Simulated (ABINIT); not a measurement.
# Quasiparticle gap of Diamond (Fd-3m, 2 atoms a cell) in ABINIT

How does a plane-wave GW calculation on Diamond (Fd-3m, 2 atoms a cell) run from the first input to the gap?

Program: ABINIT 10.8.3. Level of theory: PBE and many-body steps on it, plane waves. Results are calculated unless marked as measured.

**What was measured.**

- Gap 5.5 eV: band gap, experimental literature value; bulk crystal (quoted in “Fermi level pinning by defects can explain the large reported carbon 1s binding energy variations in diamond”, 2019, arxiv:1902.02958).

- Gap 5.47 eV: experimental band gap used as input; bulk crystal (quoted in “Enhanced Electron Emission Performance and Air‐Surface Stability in ScO‐Terminated Diamond for Thermionic Energy Converters”, 2024, pmc:11600692).

This is a report of a sequence of runs, with most program output left out.

## Step 1: The structure

It takes space group Fd-3m (No. 227, cubic). The conventional cell has a = 3.567 Å, b = 3.567 Å, c = 3.567 Å, α = 90.00°, β = 90.00°, γ = 90.00°. Nearest to C lie 4 C at 1.54 Å.

The cell and positions come from the Crystallography Open Database and are kept as given unless a step says otherwise.

## Step 2: Ground state

This step: ABINIT 10.8.3; DFT, PBE, plane waves, norm-conserving pseudopotentials.

The ground-state density comes first.

Input file run.abi:

```
acell 3*1.0 Angstrom
rprim 
  -0.000000000000 1.783370000000 1.783370000000
  1.783370000000 -0.000000000000 1.783370000000
  1.783370000000 1.783370000000 0.000000000000
ntypat 1
znucl 6
natom 2
typat 1 1
xred 
  -0.000000000000 0.000000000000 0.000000000000
  0.250000000000 0.250000000000 0.250000000000
pp_dirpath "pseudos"
pseudos "C.upf"
ecut 37
ngkpt 10 10 10
nshiftk 1
shiftk 0 0 0
kptopt 1
chksymbreak 0
nband 9
occopt 1
tolvrs 1e-10
nstep 60
prtwf 0
optforces 0
optstress 0
indata_prefix "in"
outdata_prefix "out"
tmpdata_prefix "tmp"
```

On the command line:

```
$ OMP_NUM_THREADS=1 mpirun -n 4 abinit run.abi > log
```

Run time: 3.9 s. Hardware: 4 MPI ranks of Arm Neoverse V1, shared host; peak memory 0.24 GiB; 15 s of CPU time.

This step gave:

```yaml
total_energy: -327.5546 eV
gap: 4.229 eV
k_of_the_valence_top: 0, 0, 0
k_of_the_conduction_bottom: 0.4, 0.4, 0
least_direct_gap: 5.626 eV
```

The gap is indirect, with the least direct gap 1.40 eV higher.

## Step 3: Bands along the symmetry lines

The cheap functional maps the bands first; the places of the edges decide which points the dearer methods must see.

Input file run.abi:

```
acell 3*1.0 Angstrom
rprim 
  -0.000000000000 1.783370000000 1.783370000000
  1.783370000000 -0.000000000000 1.783370000000
  1.783370000000 1.783370000000 0.000000000000
ntypat 1
znucl 6
natom 2
typat 1 1
xred 
  -0.000000000000 0.000000000000 0.000000000000
  0.250000000000 0.250000000000 0.250000000000
pp_dirpath "pseudos"
pseudos "C.upf"
ecut 37
iscf -2
irdden 1
kptopt 0
nkpt 50
kpt 
  0.00000000 0.00000000 0.00000000
  0.06250000 0.00000000 0.06250000
  0.12500000 0.00000000 0.12500000
  0.18750000 0.00000000 0.18750000
  0.25000000 0.00000000 0.25000000
  0.31250000 0.00000000 0.31250000
  0.37500000 0.00000000 0.37500000
  0.43750000 0.00000000 0.43750000
  0.50000000 0.00000000 0.50000000
  0.51562500 0.03125000 0.51562500
  0.53125000 0.06250000 0.53125000
  0.54687500 0.09375000 0.54687500
  0.56250000 0.12500000 0.56250000
  0.57812500 0.15625000 0.57812500
  0.59375000 0.18750000 0.59375000
  0.60937500 0.21875000 0.60937500
  0.62500000 0.25000000 0.62500000
  0.37500000 0.37500000 0.75000000
  0.32812500 0.32812500 0.65625000
  0.28125000 0.28125000 0.56250000
  0.23437500 0.23437500 0.46875000
  0.18750000 0.18750000 0.37500000
  0.14062500 0.14062500 0.28125000
  0.09375000 0.09375000 0.18750000
  0.04687500 0.04687500 0.09375000
  0.00000000 0.00000000 0.00000000
  0.06250000 0.06250000 0.06250000
  0.12500000 0.12500000 0.12500000
  0.18750000 0.18750000 0.18750000
  0.25000000 0.25000000 0.25000000
  0.31250000 0.31250000 0.31250000
  0.37500000 0.37500000 0.37500000
  0.43750000 0.43750000 0.43750000
  0.50000000 0.50000000 0.50000000
  0.50000000 0.46875000 0.53125000
  0.50000000 0.43750000 0.56250000
  0.50000000 0.40625000 0.59375000
  0.50000000 0.37500000 0.62500000
  0.50000000 0.34375000 0.65625000
  0.50000000 0.31250000 0.68750000
  0.50000000 0.28125000 0.71875000
  0.50000000 0.25000000 0.75000000
  0.50000000 0.21875000 0.71875000
  0.50000000 0.18750000 0.68750000
  0.50000000 0.15625000 0.65625000
  0.50000000 0.12500000 0.62500000
  0.50000000 0.09375000 0.59375000
  0.50000000 0.06250000 0.56250000
  0.50000000 0.03125000 0.53125000
  0.50000000 0.00000000 0.50000000
istwfk *1
nband 11
nbdbuf 2
tolwfr 1e-08
nstep 40
prtwf 0
prtvol 0
indata_prefix "in"
outdata_prefix "out"
tmpdata_prefix "tmp"
```

The job ended after 2.9 s (4 MPI ranks; peak memory 0.07 GiB; 11 s of CPU time).

This step gave:

```
gap                        : 4.190 eV
k of the valence top       : 0, 0, 0
k of the conduction bottom : 0.375, 0, 0.375
least direct gap           : 5.626 eV
```

The gap is 4.190 eV, −0.039 eV from the run before at this level.

The electronic bands at the labelled points (eV, zero at the top of the highest filled band; v1 is the highest filled band, c1 the lowest empty one):

| point | v4 | v3 | v2 | v1 | c1 | c2 | c3 | c4 |
| --- | --- | --- | --- | --- | --- | --- | --- | --- |
| Γ | -21.49 | 0.00 | 0.00 | 0.00 | 5.63 | 5.63 | 5.63 | 13.33 |
| halfway | -19.21 | -4.52 | -4.13 | -4.13 | 4.49 | 10.31 | 11.62 | 11.62 |
| X | -12.78 | -12.78 | -6.32 | -6.32 | 4.83 | 4.83 | 16.82 | 16.82 |
| halfway | -12.69 | -12.52 | -7.58 | -6.07 | 5.06 | 6.73 | 16.13 | 16.47 |
| U | -12.99 | -11.74 | -9.33 | -5.38 | 5.74 | 10.80 | 14.40 | 15.64 |
| jump to K | -12.99 | -11.74 | -9.33 | -5.38 | 5.74 | 10.80 | 14.40 | 15.64 |
| halfway | -18.93 | -6.52 | -5.57 | -1.75 | 8.19 | 8.69 | 10.10 | 13.68 |
| Γ | -21.49 | 0.00 | 0.00 | 0.00 | 5.63 | 5.63 | 5.63 | 13.33 |
| halfway | -19.77 | -6.60 | -1.75 | -1.75 | 7.83 | 7.83 | 8.19 | 14.64 |
| L | -15.71 | -13.39 | -2.81 | -2.81 | 8.52 | 8.52 | 8.90 | 15.71 |
| halfway | -14.70 | -12.38 | -6.32 | -4.70 | 8.36 | 9.50 | 13.08 | 14.89 |
| W | -11.99 | -11.99 | -8.33 | -8.33 | 10.68 | 10.68 | 12.35 | 12.35 |
| halfway | -12.44 | -12.44 | -7.33 | -7.33 | 6.94 | 6.94 | 15.58 | 15.58 |
| X | -12.78 | -12.78 | -6.32 | -6.32 | 4.83 | 4.83 | 16.82 | 16.82 |

## Step 4: Empty states on the mesh, 8×8×8 mesh, 64 bands

The sums over transitions need many empty states on a uniform mesh; this step solves for them.

Input file run.abi:

```
acell 3*1.0 Angstrom
rprim 
  -0.000000000000 1.783370000000 1.783370000000
  1.783370000000 -0.000000000000 1.783370000000
  1.783370000000 1.783370000000 0.000000000000
ntypat 1
znucl 6
natom 2
typat 1 1
xred 
  -0.000000000000 0.000000000000 0.000000000000
  0.250000000000 0.250000000000 0.250000000000
pp_dirpath "pseudos"
pseudos "C.upf"
ecut 37
ngkpt 8 8 8
nshiftk 1
shiftk 0 0 0
kptopt 1
chksymbreak 0
irdden 1
istwfk *1
nband 64
prtvol 0
optdriver 6
gwr_task "HDIAGO"
paral_kgb 0
occopt 1
indata_prefix "in"
outdata_prefix "out"
tmpdata_prefix "tmp"
```

Wall time 7.4 s (4 MPI ranks); peak memory 0.28 GiB.

Numbers from this step:

- gap: 4.190 eV
- k of the valence top: 0, 0, 0
- k of the conduction bottom: 0.375, 0.375, 0
- least direct gap: 5.626 eV
- k points computed: 29
- lowest point of the top converged band, above the valence top: 121.9261 eV

On this mesh the gap is 4.190 eV.

## Step 5: Screening, 8×8×8 mesh, 56 bands, screening to 217.7 eV

The RPA dielectric matrix is built and inverted for each q.

This step: RPA screening on PBE, plane waves, norm-conserving pseudopotentials.

Changes to run.abi since step 4:

```diff
@@ -20,10 +20,11 @@
 chksymbreak 0
-irdden 1
 istwfk *1
-nband 64
-prtvol 0
-optdriver 6
-gwr_task "HDIAGO"
-paral_kgb 0
 occopt 1
+irdwfk 1
+optdriver 3
+nband 56
+ecuteps 8
+inclvkb 2
+awtr 1
+symchi 1
 indata_prefix "in"
```

Run time: 32 s. Hardware: 4 MPI ranks; peak memory 0.6 GiB.

This step gave:

| Property | Result |
| --- | --- |
| ε∞ with local fields, on this mesh, along the program's q direction | 5.529 |
| the same without local fields | 5.948 |
| plasma frequency | 31.18 eV |
| plane waves in the screening matrix | 65 |

Local fields lower ε∞ by 7 %.

## Step 6: Self-energy, 8×8×8 mesh, 56 bands, screening to 217.7 eV

The self-energy is evaluated for the states that the input lists, and the levels follow from it, in one-shot runs by the linearised quasiparticle equation.

This step: G0W0 on PBE, plane waves, norm-conserving pseudopotentials.

Changes to run.abi since step 5:

```diff
@@ -23,8 +23,17 @@
 irdwfk 1
-optdriver 3
+optdriver 4
 nband 56
+gwcalctyp 0
+ecutsigx 37
+symsigma 1
+nkptgw 2
+kptgw 
+  0.0000000000 0.0000000000 0.0000000000
+  0.3750000000 0.3750000000 0.0000000000
+bdgw 
+  2 7
+  3 6
 ecuteps 8
-inclvkb 2
-awtr 1
-symchi 1
+irdscr 1
+ppmodel 1
 indata_prefix "in"
```

Elapsed: 4 s, on 4 MPI ranks; peak memory 0.56 GiB; 16 s of CPU time.

This step gave:

- G0W0 gap on the points computed: 5.424 eV
- starting gap on the mesh: 4.190 eV
- k of the valence top: 0, 0, 0
- k of the conduction bottom: 0.375, 0.375, 0
- Z at the valence top: 0.832
- Z at the conduction bottom: 0.842
- least direct G0W0 gap on the computed points: 7.356 eV

The gap on the mesh goes from 4.19 eV to 5.42 eV, a correction of +1.23 eV. The start differs from the 4.23 eV found before because the two sample other k points.

Limits: finite bands, cutoff and mesh. v1 is the top filled band, c1 the lowest empty one. Levels before and after the correction, in eV, zero at the valence-band top of each column:

|  | conduction bottom | valence top |
| --- | --- | --- |
| Kohn-Sham | 4.19 | 0.00 |
| G0W0 | 5.42 | 0.00 |

|  | level | energy (eV) |
| --- | --- | --- |
| Kohn-Sham | Γ v3-v1 | 0.000 |
| Kohn-Sham | Γ c1-c3 | 5.626 |
| Kohn-Sham | (0.375 0.375 0) v2-v1 | -5.754 |
| Kohn-Sham | (0.375 0.375 0) c1 | 4.190 |
| Kohn-Sham | (0.375 0.375 0) c2 | 6.803 |
| G0W0 | Γ v3-v1 | 0.000 |
| G0W0 | Γ c1-c3 | 7.356 |
| G0W0 | (0.375 0.375 0) v2-v1 | -6.162 |
| G0W0 | (0.375 0.375 0) c1 | 5.424 |
| G0W0 | (0.375 0.375 0) c2 | 8.015 |

## Step 7: Where the time went

Times are wall times on 4 MPI ranks of Arm Neoverse V1, shared host, good to a factor of about two.

| step | time | share | memory (GiB) |
| --- | --- | --- | --- |
| ground state | 3.9 s | 8 % | 0.24 |
| bands along the symmetry lines | 2.9 s | 6 % | 0.07 |
| empty states on the mesh | 7.4 s | 15 % | 0.28 |
| screening | 32 s | 63 % | 0.6 |
| self-energy | 4 s | 8 % | 0.56 |

## Step 8: Outcome

```
PBE gap              : 4.19 eV, indirect
G0W0 gap on the mesh : 5.42 eV
GW settings          : 8×8×8 mesh, 56 bands, screening to 217.7 eV, Godby-Needs plasmon pole
known limits         : not at the basis limit
```

**Reading.** G0W0 moves the gap on the mesh from 4.19 eV to 5.42 eV (+1.23 eV), with Z of 0.83 and 0.84 at the edges. Local fields lower the RPA ε∞ on this mesh from 5.95 to 5.53. Only 2 of the mesh's irreducible points were corrected, so a valley elsewhere could overtake. The dearest step here is «screening». Against experiment, by G0W0@PBE: the gap of 5.42 eV lies −0.08 eV from the measured 5.5 eV (kind not stated, quoted 2019); the gap of 5.42 eV lies −0.05 eV from the measured 5.47 eV (kind not stated, quoted 2024). The calculation has static nuclei and no excitons; a measured gap holds zero-point and thermal motion, which mostly lowers it. Bands and cutoff are finite, so the gap is not at the basis limit. The miss can reach some tenths of an eV and take either sign; the mesh is an error of its own. In the G0W0 run levels were corrected at 2 k points alone, so a gap called «on the mesh» is the least over those, and an edge elsewhere would be missed.

[Paths, hosts, dates, memory and timing lines, banners, echoed tables and standing remarks are left out of the program output.]

[Logs are printed without paths, hosts, clocks, repeated set-up lines and the standing remarks that a program may print on its own settings, such as how far it seeks lower states.]

[Runs of the session that timed out or met a known fault of the program may be left out.]

[Hosts, paths, dates, database ids (printed as entryN), source tags and the programs' standing remarks are cut or masked in the printed files.]

[G0W0 gaps are taken among the corrected bands and points alone; a level outside them can change the order at an edge.]

[Where Ansatz stands beside ABINIT at settings called matched, ABINIT's density can come from a denser mesh and the files from another edition; pairs whose starting gaps differed by over 0.03 eV were left out, so agreement reads better than it is.]
